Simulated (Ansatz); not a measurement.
# Cs2PdF4 (started from the K2NiF4 type) (I4/mmm): how robust is the cRPA U?

What does U in Cs2PdF4 (started from the K2NiF4 type) (I4/mmm) depend on besides the window?

Method: constrained RPA on PBEsol, plane waves, PAW, in Ansatz 0.2.0.

The structure was built from a prototype and need not be the compound's stable phase.

**1. The starting structure**

It takes space group I4/mmm (No. 139, tetragonal). Conventional cell: a = 4.399 Å, b = 4.399 Å, c = 14.234 Å, α = 90.00°, β = 90.00°, γ = 90.00°. Nearest to Cs lie 9 F at 3.00 to 3.11 Å. Nearest to Pd lie 6 F at 2.07 to 2.20 Å. Nearest to F lie 2 Pd at 2.20 Å and 4 Cs at 3.00 Å. Nearest to F lie 1 Pd at 2.07 Å and 5 Cs at 3.01 to 3.11 Å. Farther neighbours and most contacts between anions are not listed.

As a file:

```cif
data_structure
_symmetry_space_group_name_H-M 'P 1'
_symmetry_Int_Tables_number 1
_cell_length_a 7.7673
_cell_length_b 7.7673
_cell_length_c 7.7673
_cell_angle_alpha 147.100
_cell_angle_beta 147.100
_cell_angle_gamma 47.216
_cell_volume 137.73
loop_
_atom_site_label
_atom_site_type_symbol
_atom_site_fract_x
_atom_site_fract_y
_atom_site_fract_z
_atom_site_occupancy
Cs1 Cs 0.35703 0.35703 0.00000 1
Cs2 Cs 0.64297 0.64297 0.00000 1
Pd3 Pd 0.00000 0.00000 0.00000 1
F4 F 0.00000 0.50000 0.50000 1
F5 F 0.50000 0.00000 0.50000 1
F6 F 0.14552 0.14552 0.00000 1
F7 F 0.85448 0.85448 0.00000 1
```

The structure was relaxed with PBEsol. The structure type comes from a generator and need not be one that this composition takes. The structure was generated from a model, not taken from a measurement. The runs that relaxed it are not among those shown. The program's search for lower electronic states was switched off, so nothing shows that the state found is the lowest. Spin-orbit coupling is left out unless a step names it. The default PAW set here is soft_2. Its files were made with PBE.

**2. Base: Pd eg, bands v1 to c1, 4×4×4 mesh, medium accuracy**

Constrained RPA screens the interaction with every transition except those inside the target bands, which a later many-body model would treat itself.

input.yaml

```yaml
crystal:
  lattice:
    - [7.11719377, 2.19952634, -2.19952634]
    - [7.11719377, -2.19952634, 2.19952634]
    - [-7.11719377, -2.19952634, -2.19952634]
  atoms:
    - { symbol: Cs, position: [0.3570345795, 0.3570345795, 0.0] }
    - { symbol: Cs, position: [0.6429654205, 0.6429654205, 0.0] }
    - { symbol: Pd, position: [0.0, 0.0, 0.0] }
    - { symbol: F, position: [0.0, 0.5, 0.5] }
    - { symbol: F, position: [0.5, 0.0, 0.5] }
    - { symbol: F, position: [0.1455198577, 0.1455198577, 0.0] }
    - { symbol: F, position: [0.8544801423, 0.8544801423, 0.0] }
kpoints:
  mp_grid: { grid: [8, 8, 8] }
hamiltonian:
  xc: pbesol
scf:
  occupations: { method: gaussian, width: 0.08 }
  n_extra_bands: 19
  max_iter: 150
  lower_state_search: "off"
output:
  crpa:
    kmesh: [4, 4, 4]
    target_bands: [v1, c1]
    projections: [{ species: Pd, l: d, shell: 4, orbitals: [dz2, dx2-y2] }]
  local_orbitals:
    kmesh: [8, 8, 8]
    orbitals: [{ species: Pd, l: d, shell: 4, orbitals: [dz2, dx2-y2] }]
    window: { bands: [v1, c1] }
    seedname: lo
```

On the command line:

```
> ansatz run input.yaml --threads 4 --pin off --max-ram 14745MiB --backend cpu --events-out ev --progress --plain --runs-dir out
```

Numbers of over 12 decimals in the logs are rounded to 6 here.

What it wrote:

```text
scf.n_extra_bands = 19 over 32 filled bands (N_el = 64.0): the run solves 51 bands
Engine: ansatz 0.2.0, aarch64-unknown-linux-gnu
Pseudopotentials: kind: paw
Pseudopotential: Cs, paw, valence charge 9, recommended cutoff 420 eV (normal), Cs.paw.azcp
Pseudopotential: Pd, paw, valence charge 18, recommended cutoff 420 eV (normal), Pd.paw.azcp
Pseudopotential: F, paw, valence charge 7, recommended cutoff 420 eV (normal), F.paw.azcp
Functional definition: PBEsol
  exchange = pbesol_x
  correlation = pbesol_c
Crystal: 7 atoms, lattice volume = 137.730 Å³
Basis set: ecut = 420 eV, 2735 PW (Γ)
Bands: 51, of which v1, the nominal top of the filled ones, is band 32 counted from 1 (31 counted from 0)
Symmetry: 16 space group operations
Space group: I4/mmm (ITA 139), of the structure as read, at distance tolerance 5.2e-5 Å
k-points: 59 of 512
Non-local potential: Cs, projectors of the file, l = 0: 3, l = 1: 2, l = 2: 2, l = 3: 2
Non-local potential: Pd, projectors of the file, l = 0: 2, l = 1: 2, l = 2: 2, l = 3: 1
Non-local potential: F, projectors of the file, l = 0: 2, l = 1: 2, l = 2: 1
PAW form: soft (Blöchl's): semilocal exchange-correlation on the pseudo side does not see the compensation charge
PAW frozen core: Cs, regenerated for the run's functional, and the local potential with it (the file was generated under x = pbe(κ = 0.804, μ = 0.219515), c = pbe(β = 0.066725))
PAW frozen core: Pd, regenerated for the run's functional, and the local potential with it (the file was generated under x = pbe(κ = 0.804, μ = 0.219515), c = pbe(β = 0.066725))
PAW frozen core: F, regenerated for the run's functional, and the local potential with it (the file was generated under x = pbe(κ = 0.804, μ = 0.219515), c = pbe(β = 0.066725))
PAW one-centre angular grid: Cs, 194 points (default); XC on 64 Gauss nodes
PAW one-centre angular grid: Pd, 590 points (default); XC on 64 Gauss nodes
PAW one-centre angular grid: F, 110 points (default); XC on 64 Gauss nodes
Initial density: superposition of atomic densities (neutral atoms: chi_scale 0, normalization atom), corrected by the library's trained network
Initial wavefunctions: pseudopotential atomic-orbital guess
Functional: x = pbesol(κ = 0.804, μ = 0.123457), c = pbesol(β = 0.046)
SCF iter   1: F=—  HF=-21283.492341 eV  |F-HF|=—  |Δ(HF+E_count)|=         —  Δρ=1.28e-2  dr2=1.48e-1  ethr=1.77e-3  ⟨swp⟩=5.9  Hψ=12980  notcnv=0  defer=539
preconditioner: auto → LDOS  [insulator: Δε(μ)=0.079 eV  Ē_g=16.511 eV  σ=0.080 eV  W_gap=0.51  n_scr=32 (ndim 8)  ℏωp=23.7 eV  f_vac=0.095  D(μ)=3.08/eV (n_scr^D=20)  ε∞_Penn≈3.1  β→1.0]
SCF iter   2: F=—  HF=-21283.492082 eV  |F-HF|=—  |Δ(HF+E_count)|=   2.60e-4  Δρ=1.26e-2  dr2=1.25e-1  ethr=2.31e-4  ⟨swp⟩=2.0  Hψ=5760  notcnv=0  defer=671
[...]
SCF 1 converged in 10 iterations: F = -21283.454029 eV  dr2 = 6.12e-9
[...]
NSCF: frozen V_eff on 63 k-points
NSCF: frozen V_eff on 13 k-points
[...]
cRPA screening: q 1/64
cRPA screening: q 2/64
cRPA screening: q 6/64 (q-point 3)
cRPA screening: q 8/64 (q-point 5)
cRPA screening: q 16/64 (q-point 6)
cRPA screening: q 32/64 (q-point 9)
cRPA screening: q 36/64 (q-point 10)
cRPA screening: q 44/64 (q-point 22)
cRPA screening: q 46/64 (q-point 24)
cRPA screening: q 48/64 (q-point 27)
cRPA screening: q 56/64 (q-point 30)
cRPA screening: q 60/64 (q-point 31)
cRPA screening: q 64/64 (q-point 43)
SCF converged after 10 iterations
Free energy (F): -21283.454029 eV
Harris-Foulkes:  -21283.454029 eV  (|F-HF|=1.74e-9)
Internal energy: -21283.442048 eV  (E = F + TS)
E sigma→0 (E₀):  -21283.448039 eV
Entropy (-TS):   -0.011980 eV (-1.711 meV/atom)
Fermi energy:    7.086015 eV
--- Per-component energies (eV) ---
  E_band       = -500.756681
  E_kinetic    = 1619.228090
  E_local      = -7366.251614  (includes V_loc(G=0)·N_el)
  E_nonlocal   = 580.144695
  E_hartree    = 3084.422687
  E_xc         = -827.118354
  E_vxc        = -868.477670  (∫ρ·V_xc dr)
  E_paw        = -14425.397218  (= ΣΔE_a)
  E_vpaw       = -634.253809  (= ΣTr[D̂ρ^β])
  E_aug_tail   = 0.008280  (compensation charges beyond the density's cutoff)
  E_ewald      = -3949.239229
  E_core_change = 0.760615  (= ΣΔE_core)
  E_smearing   = -0.011980  (= −TS)
  E_closure    = 0.000000  (closes the sum)
  Σ components = -21283.454029   (vs F -21283.454029, Δ=0.00e0)
--- Band table (eV; the first three rows and the last of 59) ---
  k-point 0: bands = [... 28 lower, 4.9183, 5.4114, 5.4114, 5.5110, 6.5735, 9.7860, 11.3277, 12.3634, ... 15 higher]
  k-point 1: bands = [... 28 lower, 5.1411, 5.4595, 5.4690, 5.9484, 6.8032, 10.2853, 11.5304, 12.7415, ... 15 higher]
  k-point 2: bands = [... 28 lower, 5.5554, 5.6082, 5.6226, 6.8575, 7.2235, 11.3833, 11.8516, 12.2720, ... 15 higher]
  k-point 58: bands = [... 28 lower, 4.9185, 5.4360, 5.4360, 5.5107, 6.4719, 10.9635, 10.9720, 11.0174, ... 15 higher]
--- cRPA (band scheme, projected local orbitals): target bands 32..33 (1-based), 2 Wannier function(s), 4×4×4 mesh, 66 bands' worth read of 71 solved, ecut_chi 136.0 eV, v(q+G=0) probe_charge, pair densities all_electron ---
  bands read: the sum over 66 bands ends inside a degenerate multiplet in 1 slot, whose members it reads at an even weight; the widest, k=42: bands 66 to 67 (counted from 1) at 1/2 each
  χ-basis size per q: N_G = 485..504
  window electrons = 2.0000, filled by tetrahedron_uncorrected; constrained ε̄⁻¹(q = 0, 0) head = 0.396470; min gauge Gram eig = 0.6230
  Kanamori averages over each shell's own Wannier functions (sites counted from 0, functions from 1):
    Site 2, 4D, 2 of 5 d orbitals (Wannier functions 1, 2; wannier90's mr 1, 4):
      screened: U = 5.3830 eV, U' = 4.4494 eV, J = 0.4568 eV
      screened, to within: U = 5.6e-3 eV, U' = 5.6e-3 eV, J = 6.0e-4 eV
      bare: V = 14.2206 eV, V' = 12.8218 eV, J = 0.6921 eV
  Hermiticity witness max|P − P†| over intra, direct and exchange elements: 5.33e-15 eV (screened), 3.55e-15 eV (bare)
  Reality witness max|Im| over intra, direct and exchange elements: 2.63e-18 eV (screened), 2.66e-18 eV (bare)
```

It took 5.1 min on 4 threads of Arm Neoverse V2, shared host; peak memory 1.1 GiB; 20 min of CPU time.

This step gave:

- U: 5.383 eV
- U prime (inter-orbital): 4.449 eV
- J: 0.4568 eV
- bare V: 14.22 eV
- bare J: 0.6921 eV
- stated bound on U: 0.005520 eV
- U over bare V: 0.3785
- electrons in the window: 2.000
- head of the constrained inverse dielectric matrix: 0.3965
- least eigenvalue of the projection's overlap: 0.6230
- target functions: 2
- bands in the sums: 66
- r.m.s. miss of the model bands: 2.84e-4 eV
- width of the target bands: 2.555 eV
- weight of the projected orbitals in the window: 0.7171

On the Pd eg shell, screening brings the on-site interaction from 14.2 eV down to U = 5.38 eV.

**3. Changed: 2×2×2 mesh**

input.yaml, as its differences from that of step 2:

```diff
@@ -24,9 +24,4 @@
   crpa:
-    kmesh: [4, 4, 4]
+    kmesh: [2, 2, 2]
     target_bands: [v1, c1]
     projections: [{ species: Pd, l: d, shell: 4, orbitals: [dz2, dx2-y2] }]
-  local_orbitals:
-    kmesh: [8, 8, 8]
-    orbitals: [{ species: Pd, l: d, shell: 4, orbitals: [dz2, dx2-y2] }]
-    window: { bands: [v1, c1] }
-    seedname: lo
```

What it wrote:

```text
[...]
Crystal: 7 atoms, lattice volume = 137.730 Å³
Basis set: ecut = 420 eV, 2735 PW (Γ)
Bands: 51, of which v1, the nominal top of the filled ones, is band 32 counted from 1 (31 counted from 0)
Symmetry: 16 space group operations
[...]
k-points: 59 of 512
[...]
SCF iter   1: F=—  HF=-21283.492341 eV  |F-HF|=—  |Δ(HF+E_count)|=         —  Δρ=1.28e-2  dr2=1.48e-1  ethr=1.77e-3  ⟨swp⟩=5.9  Hψ=12980  notcnv=0  defer=539
[...]
SCF iter  10: F=-21283.454029 eV  HF=-21283.454029 eV  |F-HF|=1.74e-9  |Δ(HF+E_count)|=   2.56e-8  Δρ=2.95e-6  dr2=6.12e-9  ethr=1.56e-10  ⟨swp⟩=2.1  Hψ=5315  notcnv=0
SCF 1 converged in 10 iterations: F = -21283.454029 eV  dr2 = 6.12e-9
[...]
NSCF: frozen V_eff on 4 k-points
[...]
cRPA screening: q 1/8
cRPA screening: q 2/8
cRPA screening: q 4/8 (q-point 3)
cRPA screening: q 8/8
SCF converged after 10 iterations
Free energy (F): -21283.454029 eV
[...]
Internal energy: -21283.442048 eV  (E = F + TS)
E sigma→0 (E₀):  -21283.448039 eV
Entropy (-TS):   -0.011980 eV (-1.711 meV/atom)
Fermi energy:    7.086015 eV
[...]
--- Band table (eV; the first three rows and the last of 59) ---
  k-point 0: bands = [... 28 lower, 4.9183, 5.4114, 5.4114, 5.5110, 6.5735, 9.7860, 11.3277, 12.3634, ... 15 higher]
  k-point 1: bands = [... 28 lower, 5.1411, 5.4595, 5.4690, 5.9484, 6.8032, 10.2853, 11.5304, 12.7415, ... 15 higher]
  k-point 2: bands = [... 28 lower, 5.5554, 5.6082, 5.6226, 6.8575, 7.2235, 11.3833, 11.8516, 12.2720, ... 15 higher]
  k-point 58: bands = [... 28 lower, 4.9185, 5.4360, 5.4360, 5.5107, 6.4719, 10.9635, 10.9720, 11.0174, ... 15 higher]
[...]
χ-basis size per q: N_G = 485..504
[...]
Site 2, 4D, 2 of 5 d orbitals (Wannier functions 1, 2; wannier90's mr 1, 4):
      screened: U = 5.7516 eV, U' = 4.7866 eV, J = 0.4778 eV
      screened, to within: U = 6.2e-3 eV, U' = 6.2e-3 eV, J = 6.6e-4 eV
      bare: V = 14.6454 eV, V' = 13.2303 eV, J = 0.7151 eV
[...]
```

Elapsed: 27 s, on 4 threads; peak memory 0.9 GiB; 1.7 min of CPU time.

Numbers from this step:

| Quantity | Value |
| --- | --- |
| U | 5.752 eV |
| U prime (inter-orbital) | 4.787 eV |
| J | 0.4778 eV |
| bare V | 14.65 eV |
| bare J | 0.7151 eV |
| stated bound on U | 0.006141 eV |
| U over bare V | 0.3927 |
| electrons in the window | 2.000 |
| head of the constrained inverse dielectric matrix | 0.3901 |
| least eigenvalue of the projection's overlap | 0.6235 |
| target functions | 2 |
| bands in the sums | 66 |
| width of the target bands | 2.555 eV |
| weight of the projected orbitals in the window | 0.7171 |

On the Pd eg shell, screening brings the on-site interaction from 14.6 eV down to U = 5.75 eV.

**4. Changed: sums over states on smooth products**

input.yaml, as its differences from that of step 3:

```diff
@@ -24,4 +24,8 @@
   crpa:
-    kmesh: [2, 2, 2]
+    kmesh: [4, 4, 4]
     target_bands: [v1, c1]
     projections: [{ species: Pd, l: d, shell: 4, orbitals: [dz2, dx2-y2] }]
+    accuracy: sum_over_states
+    pair_densities: pseudo
+    n_empty_bands: 64
+    ecut_chi: 136
```

What it wrote:

```text
[...]
Crystal: 7 atoms, lattice volume = 137.730 Å³
Basis set: ecut = 420 eV, 2735 PW (Γ)
Bands: 51, of which v1, the nominal top of the filled ones, is band 32 counted from 1 (31 counted from 0)
Symmetry: 16 space group operations
[...]
k-points: 59 of 512
[...]
χ-basis size per q: N_G = 485..504
[...]
U and J over all bands: no bound (output.crpa.accuracy: sum_over_states); those below are of the sums over the bands read on the sphere of ecut_chi alone
[...]
Site 2, 4D, 2 of 5 d orbitals (Wannier functions 1, 2; wannier90's mr 1, 4):
      screened: U = 5.7903 eV, U' = 4.6244 eV, J = 0.5730 eV
      bare: V = 14.2206 eV, V' = 12.8218 eV, J = 0.6921 eV
[...]
[key lines of the parts left out:]
SCF converged after 10 iterations
Free energy (F): -21283.454029 eV
Fermi energy:    7.086015 eV
```

The job ended after 51 s (4 threads; peak memory 0.67 GiB).

This variant gives U = 5.79 eV against 5.38 eV. It is a finite sum over empty states with no bound on its error and stays out of the table below.

**5. Changed: sums over states**

input.yaml, as its differences from that of step 4:

```diff
@@ -28,4 +28,3 @@
     accuracy: sum_over_states
-    pair_densities: pseudo
     n_empty_bands: 64
-    ecut_chi: 136
+    ecut_chi: 70
```

What it wrote:

```text
[...]
Crystal: 7 atoms, lattice volume = 137.730 Å³
Basis set: ecut = 420 eV, 2735 PW (Γ)
Bands: 51, of which v1, the nominal top of the filled ones, is band 32 counted from 1 (31 counted from 0)
Symmetry: 16 space group operations
[...]
k-points: 59 of 512
[...]
k-point 2: bands = [... 28 lower, 5.5554, 5.6082, 5.6226, 6.8575, 7.2235, 11.3833, 11.8516, 12.2720, ... 15 higher]
  k-point 58: bands = [... 28 lower, 4.9185, 5.4360, 5.4360, 5.5107, 6.4719, 10.9635, 10.9720, 11.0174, ... 15 higher]
[...]
χ-basis size per q: N_G = 170..196
[...]
Site 2, 4D, 2 of 5 d orbitals (Wannier functions 1, 2; wannier90's mr 1, 4):
      screened: U = 5.6412 eV, U' = 4.6206 eV, J = 0.5004 eV
      bare: V = 14.2206 eV, V' = 12.8218 eV, J = 0.6921 eV
[...]
[key lines of the parts left out:]
SCF converged after 10 iterations
Free energy (F): -21283.454029 eV
Fermi energy:    7.086015 eV
```

Wall time 45 s (4 threads); peak memory 0.79 GiB; 2.9 min of CPU time.

This variant gives U = 5.64 eV against 5.38 eV. It is a finite sum over empty states with no bound on its error and stays out of the table below.

(Part 1 of 2 ends here.)

[Paths, hosts, dates, memory and timing lines, banners, echoed tables and standing remarks are left out of the program output.]

[Logs are printed without paths, hosts, clocks, repeated set-up lines and the standing remarks that a program may print on its own settings, such as how far it seeks lower states.]

[Runs of the session that timed out or met a known fault of the program may be left out.]

[Hosts, paths, dates, database ids (printed as entryN), source tags and the programs' standing remarks are cut or masked in the printed files.]
